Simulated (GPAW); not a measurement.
# TiNCl (Pmmn): G0W0 with GPAW, start to end, part 2 of 2

Aim: the G0W0 gap of TiNCl (Pmmn) on LDA, step by step.

GPAW 26.7.0; LDA and many-body steps on it, plane waves. Known limits of the many-body steps: not at the basis limit; coarse k mesh.

So far. Step 3 (Bands along the symmetry lines): The gap is 0.529 eV, as in the run before at this level. Step 4 (Empty states on the mesh, 4×4×2 mesh, 237 bands): On this mesh the gap is 0.530 eV.

## 5. Screening and self-energy, 4×4×2 mesh, 227 bands, screening to 100 eV

Now the one-shot GW correction: screening in the RPA, then the self-energy of the levels asked for.

This step: G0W0 on LDA, plane waves, PAW.

Contents of run.py:

```python
import json
import numpy as np
from gpaw.mpi import world
from gpaw.response.g0w0 import G0W0

gw = G0W0('full.gpw',
    filename='gw',
    kpts=[0, 1],
    bands=(22, 26),
    ecut=100,
    nbands=227,
    integrate_gamma='WS',
    ppa=True)
gw.calculate()
res = {mode: {k: v for k, v in r.items() if k != 'sigma_eskwn'}
       for mode, r in gw.all_results.items()}

if world.rank == 0:
    with open('result.json', 'w') as f:
        json.dump(res, f, default=lambda x: x.tolist())
```

Run with:

```
$ mpirun -n 4 gpaw python run.py
```

Numbers of over 12 decimals in the logs are rounded to 6 here.

Log:

```text
Using integrator: PointIntegrator
FrequencyGridDescriptor(from 0.000+0.000j to 0.000+27.211j eV, 2 points)
Nonperiodic BCs:  [False False False]
Using integrator: PointIntegrator
FrequencyGridDescriptor(from 0.000+0.000j to 0.000+27.211j eV, 2 points)
Nonperiodic BCs:  [False False False]
  ___  _ _ _
 |   || | | |
 | | || | | |
 |__ ||_____|
 |___|

BZ k-points: Symmetries present (total): 4

  [... matrices ...]
32 k-points: 4 x 4 x 2 Monkhorst-Pack grid + [1/8,1/8,1/4]
18 k-points in the irreducible part of the Brillouin zone
       k-points in crystal coordinates                weights
   0:     0.00000000    0.00000000    0.00000000          1/32
   1:     0.00000000    0.00000000    0.50000000          1/32
   2:     0.00000000    0.25000000    0.00000000          2/32
   3:     0.00000000    0.25000000    0.50000000          2/32
   4:     0.00000000    0.50000000    0.00000000          1/32
   5:     0.00000000    0.50000000    0.50000000          1/32
   6:     0.25000000    0.00000000    0.00000000          2/32
   7:     0.25000000    0.00000000    0.50000000          2/32
   8:     0.25000000    0.25000000    0.00000000          4/32
   9:     0.25000000    0.25000000    0.50000000          4/32
          ...
  17:     0.50000000    0.50000000    0.50000000          1/32

Distributing spins, k-points and bands (1 x 2 x 4) over 4 processes
Number of blocks: 1

Quasi particle states:
k-points (IBZ indices): [0, 1]
Band range: (22, 26)
  [... matrices ...]
Computational parameters:
Plane wave cut-off: 100 eV
Number of bands: 227
Coulomb cutoff: None
Broadening: 0.1 eV

fxc modes: GW
Kernel: RPA
Using Godby-Needs plasmon-pole approximation:
  Fitting energy: i*E0, E0 = 1.000 Hartree
Summing all q:

Calculating screened Coulomb potential
No Coulomb truncation
FrequencyGridDescriptor(from 0.000+0.000j to 0.000+27.211j eV, 2 points)
Removing empty qpoint cache files...

Calculating chi0 body with:
    Ground state adapter containing:
    Number of spins: 1
    Number of kpoints: 32
    Number of irreducible kpoints: 18
    Number of completely occupied states: 24
    Number of partially occupied states: 24
    Occupied states memory: 7.91015625 M / cpu

    Linear response parametrization:
    q_c: [0.0, 0.0, 0.0]
    Number of frequency points: 2
    Planewave cutoff: 100.0
    Number of bands: 227
    Number of planewaves: 227
    Broadening (eta): 1e-06
    comm.size: 4
    kncomm.size: 4
    blockcomm.size: 1

    Memory estimate of potentially large arrays:
        chi0_wGG: 1.572540 M / cpu
Integrating chi0 body.

Symmetries of q_c:
    Direct symmetries (Uq -> q): 4
    Indirect symmetries (TUq -> q): 4
In total 8 allowed symmetries.

  [... matrices ...]
18 groups of equivalent kpoints. 43.75% reduction.

Integral kind: response function
Integrating chi0 head and wings.

Symmetries of q_c:
    Direct symmetries (Uq -> q): 4
    Indirect symmetries (TUq -> q): 4
In total 8 allowed symmetries.

  [... matrices ...]
18 groups of equivalent kpoints. 43.75% reduction.

Integral kind: response function wings

Calculating chi0 body with:
    Ground state adapter containing:
    Number of spins: 1
    Number of kpoints: 32
    Number of irreducible kpoints: 18
    Number of completely occupied states: 24
    Number of partially occupied states: 24
    Occupied states memory: 7.91015625 M / cpu

    Linear response parametrization:
[... the further q-points ...]

Results:
f:      Occupation numbers
eps:     KS-eigenvalues [eV]
vxc:     KS vxc [eV]
exx:     Exact exchange [eV]
sigma:   Self-energies [eV]
dsigma:  Self-energy derivatives
Z:       Renormalization factors
qp:      QP-energies [eV]

k-point 0 (0): (0.000, 0.000, 0.000)                GW
band       f     eps     vxc     exx   sigma  dsigma       Z      qp
                                                                   GW
  22   1.000   3.313 -18.718 -21.320   2.611  -0.301   0.768   3.319
  23   1.000   4.164 -19.729 -21.410   2.351  -0.322   0.756   4.670
  24   0.000   4.696 -20.936 -13.276  -5.467  -0.323   0.756   6.354
  25   0.000   5.796 -21.902 -13.469  -6.065  -0.348   0.742   7.552

k-point 1 (1): (0.000, 0.000, 0.500)                GW
band       f     eps     vxc     exx   sigma  dsigma       Z      qp
                                                                   GW
  22   1.000   3.194 -18.610 -21.183   2.616  -0.303   0.767   3.227
  23   1.000   4.167 -19.732 -21.399   2.337  -0.322   0.756   4.674
  24   0.000   4.697 -20.937 -13.276  -5.468  -0.323   0.756   6.354
  25   0.000   5.785 -21.816 -13.427  -6.034  -0.347   0.742   7.533
```

It took 3.6 min on 4 MPI ranks of Arm Neoverse V1, shared host; peak memory 2 GiB; 15 min of CPU time.

This step gave:

| Item | Value |
| --- | --- |
| G0W0 gap on the points computed | 1.680 eV |
| least direct G0W0 gap on the computed points | 1.680 eV |
| Z at the valence top | 0.7565 |
| Z at the conduction bottom | 0.7557 |
| starting gap on the mesh | 0.5299 eV |
| k of the valence top | 0, 0, 0.5 |
| k of the conduction bottom | 0, 0, 0 |

The gap on the mesh goes from 0.53 eV to 1.68 eV, a correction of +1.15 eV.

Limits: finite bands, cutoff and mesh; coarse k mesh. v1 is the top filled band, c1 the lowest empty one. The levels before and after the correction (eV, zero at the valence-band top of each column):

|  | conduction bottom | valence top |
| --- | --- | --- |
| Kohn-Sham | 0.53 | 0.00 |
| G0W0 | 1.68 | 0.00 |

|  | level | energy (eV) |
| --- | --- | --- |
| Kohn-Sham | Γ v2 | -0.854 |
| Kohn-Sham | Γ v1 | -0.003 |
| Kohn-Sham | Γ c1 | 0.530 |
| Kohn-Sham | Γ c2 | 1.629 |
| Kohn-Sham | (0 0 0.5) v2 | -0.973 |
| Kohn-Sham | (0 0 0.5) v1 | 0.000 |
| Kohn-Sham | (0 0 0.5) c1 | 0.530 |
| Kohn-Sham | (0 0 0.5) c2 | 1.618 |
| G0W0 | Γ v2 | -1.354 |
| G0W0 | Γ v1 | -0.004 |
| G0W0 | Γ c1 | 1.680 |
| G0W0 | Γ c2 | 2.878 |
| G0W0 | (0 0 0.5) v2 | -1.447 |
| G0W0 | (0 0 0.5) v1 | 0.000 |
| G0W0 | (0 0 0.5) c1 | 1.680 |
| G0W0 | (0 0 0.5) c2 | 2.859 |

## 6. Where the time went

Times are wall times on 4 MPI ranks of Arm Neoverse V1, shared host, good to a factor of about two.

| step | time | share | memory (GiB) |
| --- | --- | --- | --- |
| ground state | 44 s | 9 % | 1.0 |
| bands along the symmetry lines | 46 s | 9 % | 1.2 |
| empty states on the mesh | 3.4 min | 40 % | 1.4 |
| screening and self-energy | 3.6 min | 43 % | 2.0 |

## 7. Results

```
LDA gap              : 0.53 eV, direct
G0W0 gap on the mesh : 1.68 eV
GW settings          : 4×4×2 mesh, 227 bands, screening to 100 eV, Godby-Needs plasmon pole
known limits         : not at the basis limit; coarse k mesh
```

G0W0 moves the gap on the mesh from 0.53 eV to 1.68 eV (+1.15 eV), with Z of 0.76 and 0.76 at the edges. Only 2 of the mesh's irreducible points were corrected, so a valley elsewhere could overtake. Bands and cutoff are finite, so the gap is not at the basis limit. The miss can reach some tenths of an eV and take either sign; the mesh is an error of its own. These stock PAW sets were not made for GW. In the G0W0 run levels were corrected at 2 k points alone, so a gap called «on the mesh» is the least over those, and an edge elsewhere would be missed. The 4×4×2 mesh is coarse for this cell, which bears on the long-range parts of exchange and screening.

[Paths, hosts, dates, memory and timing lines, banners, echoed tables and standing remarks are left out of the program output.]

[Logs are printed without paths, hosts, clocks, repeated set-up lines and the standing remarks that a program may print on its own settings, such as how far it seeks lower states.]

[Runs of the session that timed out or met a known fault of the program may be left out.]

[Hosts, paths, dates, database ids (printed as entryN), source tags and the programs' standing remarks are cut or masked in the printed files.]
